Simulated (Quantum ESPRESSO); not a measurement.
# 1T-PtSe2, 2 layers, AA stacking, stepped through biaxial strain, part 2 of 6

Aim: how the results for 1T-PtSe2, 2 layers, AA stacking change with biaxial strain.

Quantum ESPRESSO 7.5; plane-wave DFT, PBE, GBRV ultrasoft pseudopotentials.

So far. Step 2 (Relaxing cell and ions of the reference):  The last row is no step: it is a fresh SCF in the final cell with a new plane-wave basis, +0 meV from the row before.

## Step 3: Relaxation with pw.x, -4 %

Level of this step: plane-wave DFT, PBE-D3(BJ), GBRV ultrasoft pseudopotentials (Quantum ESPRESSO).

The input, m0.relax.in:

```
&control
  prefix = 'm0.relax'
  outdir = './out'
  pseudo_dir = './pseudo'
  nstep = 40
  forc_conv_thr = 0.0003
  calculation = 'relax'
  tstress = .true.
/
&system
  ibrav = 0
  nat = 6
  ntyp = 2
  ecutwfc = 50
  ecutrho = 250
  vdw_corr = 'grimme-d3'
  dftd3_version = 4
  occupations = 'smearing'
  smearing = 'fd'
  degauss = 0.002
/
&electrons
  conv_thr = 1e-09
  mixing_beta = 0.4
  electron_maxstep = 120
  mixing_mode = 'plain'
/
&ions
/
ATOMIC_SPECIES
  Se  78.9710  se_pbe_v1.uspp.F.UPF
  Pt  195.0840  pt_pbe_v1.4.uspp.F.UPF
CELL_PARAMETERS angstrom
  3.58681752000000 0.00000000000000 0.00000000000000
  -1.79340876000000 3.10627509120000 0.00000000000000
  0.00000000000000 0.00000000000000 22.73543559100000
ATOMIC_POSITIONS crystal
  Se  0.666666666700 0.333333333300 0.332943178200
  Pt  0.000000000000 0.000000000000 0.390978847400
  Se  0.333333333300 0.666666666700 0.447610907600
  Se  0.666666666700 0.333333333300 0.552389092400
  Pt  0.000000000000 0.000000000000 0.609021152600
  Se  0.333333333300 0.666666666700 0.667056821800
K_POINTS automatic
  12 12 1 0 0 0
```

On the command line:

```console
OMP_NUM_THREADS=1 mpirun -n 4 pw.x -nk 4 -in m0.relax.in > m0.relax.out
```

The log of the run:

```text
[banner, memory and clock lines left out]
Program PWSCF v.7.5 starts
[citation notice left out]

[...]
Message from routine setup:
[...]
bravais-lattice index     =            0
     lattice parameter (alat)  =       6.7781  a.u.
     unit-cell volume          =    1709.4212 (a.u.)^3
     number of atoms/cell      =            6
     number of atomic types    =            2
     number of electrons       =        56.00
     number of Kohn-Sham states=           34
     kinetic-energy cutoff     =      50.0000  Ry
     charge density cutoff     =     250.0000  Ry
     scf convergence threshold =      1.0E-09
     mixing beta               =       0.4000
     number of iterations used =            8  plain     mixing
     energy convergence thresh.=      1.0E-04
     force convergence thresh. =      3.0E-04
     Exchange-correlation=  SLA  PW   PBX  PBC
                           (   1   4   3   4   0   0   0)
     nstep                     =           40

[...]
PseudoPot. # 1 for Se read from file:
     ./pseudo/se_pbe_v1.uspp.F.UPF
     Pseudo is Ultrasoft + core correction, Zval =  6.0
     Generated by new atomic code, or converted to UPF format
     Using radial grid of  877 points,  6 beta functions with:
                l(1) =   0
                l(2) =   0
                l(3) =   1
                l(4) =   1
                l(5) =   2
                l(6) =   2
     Q(r) pseudized with  8 coefficients,  rinner =    1.300   1.300   1.300
                                                       1.300   1.300

     PseudoPot. # 2 for Pt read from file:
     ./pseudo/pt_pbe_v1.4.uspp.F.UPF
     Pseudo is Ultrasoft + core correction, Zval = 16.0
     Generated by new atomic code, or converted to UPF format
     Using radial grid of  985 points,  6 beta functions with:
                l(1) =   0
                l(2) =   0
                l(3) =   1
                l(4) =   1
                l(5) =   2
                l(6) =   2
     Q(r) pseudized with  8 coefficients,  rinner =    1.300   1.300   1.300
                                                       1.300   1.300

     atomic species   valence    mass     pseudopotential
     Se                6.00    78.97100     Se( 1.00)
     Pt               16.00   195.08400     Pt( 1.00)

     12 Sym. Ops., with inversion, found

[...]
number of k points=    19  Fermi-Dirac smearing, width (Ry)=  0.0020
[...]
Dense  grid:   113977 G-vectors     FFT dimensions: (  36,  36, 225)

     Smooth grid:    81673 G-vectors     FFT dimensions: (  32,  32, 200)

     Initial potential from superposition of free atoms

     starting charge      54.9997, renormalised to      56.0000

     negative rho (up, down):  3.669E-01 0.000E+00
     Starting wfcs are   40 randomized atomic wfcs

     per-process dynamical memory:   109.5 Mb

     Self-consistent Calculation

     iteration #  1     ecut=    50.00 Ry     beta= 0.40
     Davidson diagonalization with overlap
     ethr =  1.00E-02,  avg # of iterations =  4.5

     negative rho (up, down):  3.453E-01 0.000E+00

     total energy              =    -594.81273895 Ry
     estimated scf accuracy    <       3.56023530 Ry

     iteration #  2     ecut=    50.00 Ry     beta= 0.40
[...]
negative rho (up, down):  3.487E-01 0.000E+00

[...]
total energy              =    -595.76620459 Ry
     estimated scf accuracy    <       2.20650495 Ry

     iteration #  3     ecut=    50.00 Ry     beta= 0.40
[...]
negative rho (up, down):  3.480E-01 0.000E+00

[...]
total energy              =    -596.04663677 Ry
     estimated scf accuracy    <       0.33959876 Ry

     iteration #  4     ecut=    50.00 Ry     beta= 0.40
[...]
negative rho (up, down):  3.455E-01 0.000E+00

[...]
total energy              =    -596.09071471 Ry
     estimated scf accuracy    <       0.09978682 Ry

     iteration #  5     ecut=    50.00 Ry     beta= 0.40
[...]
negative rho (up, down):  3.439E-01 0.000E+00

[...]
total energy              =    -596.09676379 Ry
     estimated scf accuracy    <       0.00539909 Ry

     iteration #  6     ecut=    50.00 Ry     beta= 0.40
[...]
negative rho (up, down):  3.441E-01 0.000E+00

[...]
total energy              =    -596.09755457 Ry
     estimated scf accuracy    <       0.00096007 Ry

[...]
iteration # 10     ecut=    50.00 Ry     beta= 0.40
[...]
negative rho (up, down):  3.442E-01 0.000E+00

[...]
total energy              =    -596.09775342 Ry
     estimated scf accuracy    <       0.00000042 Ry

     iteration # 11     ecut=    50.00 Ry     beta= 0.40
[...]
negative rho (up, down):  3.442E-01 0.000E+00

[...]
total energy              =    -596.09775344 Ry
     estimated scf accuracy    <       0.00000005 Ry

     iteration # 12     ecut=    50.00 Ry     beta= 0.40
[...]
negative rho (up, down):  3.442E-01 0.000E+00

[...]
total energy              =    -596.09775345 Ry
     estimated scf accuracy    <          1.1E-09 Ry

     iteration # 13     ecut=    50.00 Ry     beta= 0.40
[...]
negative rho (up, down):  3.442E-01 0.000E+00

[...]
End of self-consistent calculation

          k = 0.0000 0.0000 0.0000 ( 10255 PWs)   bands (ev):

   -51.0435 -51.0435 -51.0434 -51.0434 -51.0313 -51.0312 -13.0707 -12.6009
   -11.0223 -10.3486  -4.3924  -3.7172  -3.7172  -3.6836  -3.6836  -3.2972
    -1.3181  -1.3181  -1.2996  -1.2996   0.0423   0.6440   0.7554   1.7863
     1.7863   2.0956   2.0956   2.6692   4.9393   4.9393   5.4900   5.4900
     6.7073   6.8343

          k = 0.0000 0.0962 0.0000 ( 10233 PWs)   bands (ev):

   -51.0448 -51.0448 -51.0438 -51.0438 -51.0311 -51.0310 -12.9827 -12.5125
   -11.0088 -10.3685  -4.3431  -3.7449  -3.6989  -3.6697  -3.6294  -3.1854
    -1.4480  -1.4061  -1.3866  -1.3538   0.0175   0.3698   0.7698   1.5579
     1.7886   1.9268   2.1122   2.9886   4.4144   4.7771   4.9076   5.3831
     6.8787   7.0710

[...]
the Fermi energy is     3.1290 ev

!    total energy              =    -596.09775345 Ry
     estimated scf accuracy    <          5.8E-11 Ry
     smearing contrib. (-TS)   =      -0.00001525 Ry
     internal energy E=F+TS    =    -596.09773820 Ry

     The total energy is F=E-TS. E is the sum of the following terms:
     one-electron contribution =   -2649.51804794 Ry
     hartree contribution      =    1338.44542019 Ry
     xc contribution           =    -233.00431843 Ry
     ewald contribution        =     948.15411714 Ry
     DFT-D3 Dispersion         =      -0.17490916 Ry

     convergence has been achieved in  13 iterations

     negative rho (up, down):  3.442E-01 0.000E+00

     Forces acting on atoms (cartesian axes, Ry/au):

     atom    1 type  1   force =     0.00000000    0.00000000   -0.04625984
     atom    2 type  2   force =    -0.00000000   -0.00000000    0.00192241
     atom    3 type  1   force =     0.00000000    0.00000000    0.03794602
     atom    4 type  1   force =     0.00000000    0.00000000   -0.03794602
     atom    5 type  2   force =    -0.00000000   -0.00000000   -0.00192241
     atom    6 type  1   force =    -0.00000000   -0.00000000    0.04625984

     Total force =     0.084659     Total SCF correction =     0.000056

     Computing stress (Cartesian axis) and pressure

     negative rho (up, down):  3.442E-01 0.000E+00
          total   stress  (Ry/bohr**3)                   (kbar)     P=       60.81
   0.00048207   0.00000000  -0.00000000           70.92        0.00       -0.00
   0.00000000   0.00048207  -0.00000000            0.00       70.92       -0.00
   0.00000000  -0.00000000   0.00027595            0.00       -0.00       40.59

     BFGS Geometry Optimization
     Energy error            =      7.2E-03 Ry
     Gradient error          =      4.6E-02 Ry/Bohr

     number of scf cycles    =   1
     number of bfgs steps    =   0

     energy             new  =    -596.0977534496 Ry

     new trust radius        =       0.0462598378 bohr
     new conv_thr            =       0.0000000010 Ry

ATOMIC_POSITIONS (crystal)
Se               0.6666666667        0.3333333333        0.3318664602
Pt              -0.0000000000       -0.0000000000        0.3910235924
Se               0.3333333333        0.6666666667        0.4484941179
Se               0.6666666667        0.3333333333        0.5515058821
Pt              -0.0000000000       -0.0000000000        0.6089764076
Se               0.3333333333        0.6666666667        0.6681335398

[...]
NEW-OLD atomic charge density approx. for the potential

     negative rho (up, down):  3.443E-01 0.000E+00

     per-process dynamical memory:   122.7 Mb

[...]
!    total energy              =    -596.10383459 Ry
[...]
Total force =     0.059262     Total SCF correction =     0.000131
[...]
number of bfgs steps    =   1
[...]
energy             new  =    -596.1038345883 Ry
[...]
new trust radius        =       0.0508858216 bohr
[...]
!    total energy              =    -596.10803729 Ry
[...]
Total force =     0.033575     Total SCF correction =     0.000020
[...]
number of bfgs steps    =   2
[...]
energy             new  =    -596.1080372858 Ry
[...]
new trust radius        =       0.0691450344 bohr
[...]
!    total energy              =    -596.11015398 Ry
[...]
Total force =     0.008845     Total SCF correction =     0.000035
[...]
number of bfgs steps    =   3
[...]
energy             new  =    -596.1101539770 Ry
[...]
new trust radius        =       0.0093773132 bohr
[...]
!    total energy              =    -596.11024642 Ry
[...]
Total force =     0.008898     Total SCF correction =     0.000003
[...]
number of bfgs steps    =   4
[...]
energy             new  =    -596.1102464173 Ry
[...]
new trust radius        =       0.0103150445 bohr
[...]
!    total energy              =    -596.11037085 Ry
[...]
Total force =     0.009182     Total SCF correction =     0.000005
[...]
number of bfgs steps    =   5
[...]
energy             new  =    -596.1103708530 Ry
[...]
new trust radius        =       0.0154725668 bohr
[...]
Total force =     0.010620     Total SCF correction =     0.000018
[...]
number of bfgs steps    =   8
[...]
energy             new  =    -596.1113587015 Ry
[...]
new trust radius        =       0.0522199130 bohr
[...]
!    total energy              =    -596.11198101 Ry
[...]
Total force =     0.010949     Total SCF correction =     0.000021
[...]
number of bfgs steps    =   9
[...]
energy             new  =    -596.1119810076 Ry
[...]
new trust radius        =       0.0783298695 bohr
[...]
Self-consistent Calculation

     iteration #  1     ecut=    50.00 Ry     beta= 0.40
     Davidson diagonalization with overlap
     ethr =  1.00E-06,  avg # of iterations =  9.4

     negative rho (up, down):  3.472E-01 0.000E+00

     total energy              =    -596.10307021 Ry
     estimated scf accuracy    <       0.02034276 Ry

[...]
iteration # 11     ecut=    50.00 Ry     beta= 0.40
[...]
negative rho (up, down):  3.473E-01 0.000E+00

[...]
End of self-consistent calculation

          k = 0.0000 0.0000 0.0000 ( 10255 PWs)   bands
```

Wall time 11 min (4 MPI ranks of Arm Neoverse V2, shared host); peak memory 0.94 GiB; 44 min of CPU time.

Step by step:

```tsv
step	energy less that of the first step (eV)	largest force (eV/Å)
1	0.0000	1.1894
2	-0.0827	0.8526
3	-0.1399	0.5127
4	-0.1687	0.1030
5	-0.1700	0.1085
6	-0.1717	0.1270
7	-0.1745	0.1438
8	-0.1788	0.1581
9	-0.1851	0.1681
10	-0.1936	0.1707
11	-0.2037	0.1595
12	-0.2129	0.1241
13	-0.2163	0.0754
14	-0.2171	0.0328
15	-0.2172	0.0109
16	-0.2172	0.0027
```

The atoms that moved most (Å):

```tsv
atom	dx	dy	dz	length
Se1	0.000	0.000	-0.318	0.318
Se6	0.000	0.000	0.318	0.318
Pt5	0.000	0.000	0.232	0.232
Pt2	0.000	0.000	-0.232	0.232
Se4	0.000	0.000	0.143	0.143
Se3	0.000	0.000	-0.143	0.143
```

Final coordinates:

```cif
data_structure
_symmetry_space_group_name_H-M 'P 1'
_symmetry_Int_Tables_number 1
_cell_length_a 3.5868
_cell_length_b 3.5868
_cell_length_c 22.7354
_cell_angle_alpha 90.000
_cell_angle_beta 90.000
_cell_angle_gamma 120.000
_cell_volume 253.31
loop_
_atom_site_label
_atom_site_type_symbol
_atom_site_fract_x
_atom_site_fract_y
_atom_site_fract_z
_atom_site_occupancy
Se1 Se 0.66667 0.33333 0.31895 1
Pt2 Pt 0.00000 0.00000 0.38078 1
Se3 Se 0.33333 0.66667 0.44134 1
Se4 Se 0.66667 0.33333 0.55866 1
Pt5 Pt 0.00000 0.00000 0.61922 1
Se6 Se 0.33333 0.66667 0.68105 1
```

The relaxation lowers the energy by 36 meV an atom.

This step gave:

| Item | Value |
| --- | --- |
| free energy | -8110.5404 eV |
| Fermi energy | 2.892 eV |

## Step 4: Self-consistent run, -4 %

The self-consistent run of this member.

Level of this step: plane-wave DFT, PBE, GBRV ultrasoft pseudopotentials (Quantum ESPRESSO 7.5).

The input, m0.scf.in:

```
&control
  prefix = 'm0.scf'
  outdir = './out'
  pseudo_dir = './pseudo'
  calculation = 'scf'
  tprnfor = .true.
/
&system
  ibrav = 0
  nat = 6
  ntyp = 2
  ecutwfc = 40
  ecutrho = 200
  occupations = 'smearing'
  smearing = 'fd'
  degauss = 0.002
  nbnd = 32
/
&electrons
  conv_thr = 1e-09
  mixing_beta = 0.4
  electron_maxstep = 120
  mixing_mode = 'plain'
/
ATOMIC_SPECIES
  Se  78.9710  se_pbe_v1.uspp.F.UPF
  Pt  195.0840  pt_pbe_v1.4.uspp.F.UPF
CELL_PARAMETERS angstrom
  3.58681752000000 0.00000000000000 0.00000000000000
  -1.79340876000000 3.10627509120000 0.00000000000000
  0.00000000000000 0.00000000000000 22.73543559100000
ATOMIC_POSITIONS crystal
  Se  0.666666666700 0.333333333300 0.318949013600
  Pt  0.000000000000 0.000000000000 0.380779500500
  Se  0.333333333300 0.666666666700 0.441336308100
  Se  0.666666666700 0.333333333300 0.558663691900
  Pt  0.000000000000 0.000000000000 0.619220499500
  Se  0.333333333300 0.666666666700 0.681050986400
K_POINTS automatic
  12 12 1 0 0 0
```

On the command line:

```console
OMP_NUM_THREADS=1 mpirun -n 4 pw.x -nk 4 -in m0.scf.in > m0.scf.out
```

The log of the run:

```text
[banner, memory and clock lines left out]
Program PWSCF v.7.5 starts
[citation notice left out]

[...]
Message from routine setup:
[...]
bravais-lattice index     =            0
     lattice parameter (alat)  =       6.7781  a.u.
     unit-cell volume          =    1709.4212 (a.u.)^3
     number of atoms/cell      =            6
     number of atomic types    =            2
     number of electrons       =        56.00
     number of Kohn-Sham states=           32
     kinetic-energy cutoff     =      40.0000  Ry
     charge density cutoff     =     200.0000  Ry
     scf convergence threshold =      1.0E-09
     mixing beta               =       0.4000
     number of iterations used =            8  plain     mixing
     Exchange-correlation=  SLA  PW   PBX  PBC
                           (   1   4   3   4   0   0   0)

[...]
PseudoPot. # 1 for Se read from file:
     ./pseudo/se_pbe_v1.uspp.F.UPF
     Pseudo is Ultrasoft + core correction, Zval =  6.0
     Generated by new atomic code, or converted to UPF format
     Using radial grid of  877 points,  6 beta functions with:
                l(1) =   0
                l(2) =   0
                l(3) =   1
                l(4) =   1
                l(5) =   2
                l(6) =   2
     Q(r) pseudized with  8 coefficients,  rinner =    1.300   1.300   1.300
                                                       1.300   1.300

     PseudoPot. # 2 for Pt read from file:
     ./pseudo/pt_pbe_v1.4.uspp.F.UPF
     Pseudo is Ultrasoft + core correction, Zval = 16.0
     Generated by new atomic code, or converted to UPF format
     Using radial grid of  985 points,  6 beta functions with:
                l(1) =   0
                l(2) =   0
                l(3) =   1
                l(4) =   1
                l(5) =   2
                l(6) =   2
     Q(r) pseudized with  8 coefficients,  rinner =    1.300   1.300   1.300
                                                       1.300   1.300

     atomic species   valence    mass     pseudopotential
     Se                6.00    78.97100     Se( 1.00)
     Pt               16.00   195.08400     Pt( 1.00)

     12 Sym. Ops., with inversion, found

[...]
number of k points=    19  Fermi-Dirac smearing, width (Ry)=  0.0020
[...]
Dense  grid:    81673 G-vectors     FFT dimensions: (  32,  32, 200)

     Smooth grid:    58535 G-vectors     FFT dimensions: (  27,  27, 180)

     Initial potential from superposition of free atoms

     starting charge      54.9997, renormalised to      56.0000

     negative rho (up, down):  3.648E-01 0.000E+00
     Starting wfcs are   40 randomized atomic wfcs

     per-process dynamical memory:    75.3 Mb

     Self-consistent Calculation

     iteration #  1     ecut=    40.00 Ry     beta= 0.40
     Davidson diagonalization with overlap
     ethr =  1.00E-02,  avg # of iterations =  2.0

     negative rho (up, down):  3.443E-01 0.000E+00

     total energy              =    -594.60666396 Ry
     estimated scf accuracy    <       3.65206806 Ry

     iteration #  2     ecut=    40.00 Ry     beta= 0.40
[...]
negative rho (up, down):  3.478E-01 0.000E+00

[...]
total energy              =    -595.56281194 Ry
     estimated scf accuracy    <       2.68668995 Ry

     iteration #  3     ecut=    40.00 Ry     beta= 0.40
[...]
negative rho (up, down):  3.471E-01 0.000E+00

[...]
total energy              =    -595.87415981 Ry
     estimated scf accuracy    <       0.51234124 Ry

     iteration #  4     ecut=    40.00 Ry     beta= 0.40
[...]
negative rho (up, down):  3.443E-01 0.000E+00

[...]
total energy              =    -595.93379697 Ry
     estimated scf accuracy    <       0.16725756 Ry

     iteration #  5     ecut=    40.00 Ry     beta= 0.40
[...]
negative rho (up, down):  3.426E-01 0.000E+00

[...]
total energy              =    -595.94355140 Ry
     estimated scf accuracy    <       0.00776252 Ry

     iteration #  6     ecut=    40.00 Ry     beta= 0.40
[...]
negative rho (up, down):  3.428E-01 0.000E+00

[...]
total energy              =    -595.94496558 Ry
     estimated scf accuracy    <       0.00155293 Ry

[...]
iteration # 10     ecut=    40.00 Ry     beta= 0.40
[...]
negative rho (up, down):  3.429E-01 0.000E+00

[...]
total energy              =    -595.94523698 Ry
     estimated scf accuracy    <       0.00000052 Ry

     iteration # 11     ecut=    40.00 Ry     beta= 0.40
[...]
negative rho (up, down):  3.429E-01 0.000E+00

[...]
total energy              =    -595.94523699 Ry
     estimated scf accuracy    <       0.00000010 Ry

     iteration # 12     ecut=    40.00 Ry     beta= 0.40
[...]
negative rho (up, down):  3.429E-01 0.000E+00

[...]
total energy              =    -595.94523702 Ry
     estimated scf accuracy    <          9.0E-09 Ry

     iteration # 13     ecut=    40.00 Ry     beta= 0.40
[...]
negative rho (up, down):  3.429E-01 0.000E+00

[...]
End of self-consistent calculation

          k = 0.0000 0.0000 0.0000 (  7299 PWs)   bands (ev):

   -50.8947 -50.8947 -50.8360 -50.8360 -50.8360 -50.8360 -12.5040 -12.2097
   -10.8579 -10.4444  -4.0466  -3.2424  -3.1363  -3.1363  -3.1196  -3.1196
    -1.0284  -1.0284  -1.0214  -1.0214  -0.0408   0.4942   0.6305   2.0424
     2.0424   2.2161   2.2241   2.2241   4.8452   4.8452   5.1706   5.1706

          k = 0.0000 0.0962 0.0000 (  7269 PWs)   bands (ev):

   -50.8945 -50.8945 -50.8372 -50.8372 -50.8363 -50.8363 -12.4208 -12.1265
   -10.8400 -10.4448  -3.9680  -3.2566  -3.1809  -3.0948  -3.0741  -3.0573
    -1.1477  -1.1277  -1.0850  -1.0707  -0.0555   0.3002   0.6723   1.6429
     2.0043   2.0427   2.2388   2.6258   4.3489   4.6321   4.7073   5.0690

[...]
the Fermi energy is     2.8923 ev

!    total energy              =    -595.94523702 Ry
     estimated scf accuracy    <          1.9E-10 Ry
     smearing contrib. (-TS)   =      -0.00000128 Ry
     internal energy E=F+TS    =    -595.94523574 Ry

     The total energy is F=E-TS. E is the sum of the following terms:
     one-electron contribution =   -2384.20724728 Ry
     hartree contribution      =    1206.07522495 Ry
     xc contribution           =    -232.71280345 Ry
     ewald contribution        =     814.89959004 Ry

     convergence has been achieved in  13 iterations

     negative rho (up, down):  3.429E-01 0.000E+00

     Forces acting on atoms (cartesian axes, Ry/au):

     atom    1 type  1   force =     0.00000000    0.00000000   -0.00432404
     atom    2 type  2   force =     0.00000000    0.00000000   -0.00344111
     atom    3 type  1   force =    -0.00000000    0.00000000   -0.00121152
     atom    4 type  1   force =     0.00000000   -0.00000000    0.00121152
     atom    5 type  2   force =     0.00000000    0.00000000    0.00344111
     atom    6 type  1   force =     0.00000000    0.00000000    0.00432404

     Total force =     0.008001     Total SCF correction =     0.000085

[...]
```

Run time: 37 s. Hardware: 4 MPI ranks; peak memory 0.68 GiB; 2.5 min of CPU time.

This step gave:

```
free energy                          : -8108.2480 eV
valence top, on the run's zero       : 2.676 eV
conduction bottom, on the run's zero : 3.111 eV
gap by band count                    : 0.4349 eV
```

(Part 2 of 6 ends here.)

[Logs are printed without paths, hosts, clocks, repeated set-up lines and the standing remarks that a program may print on its own settings, such as how far it seeks lower states.]

[Hosts, paths, dates, database ids (printed as entryN), source tags and the programs' standing remarks are cut or masked in the printed files.]

[Maps of the electrostatic potential energy from Ansatz leave out the sawtooth potential of an applied field or a dipole correction, so their vacuum need not be flat; planar profiles and work functions include it.]
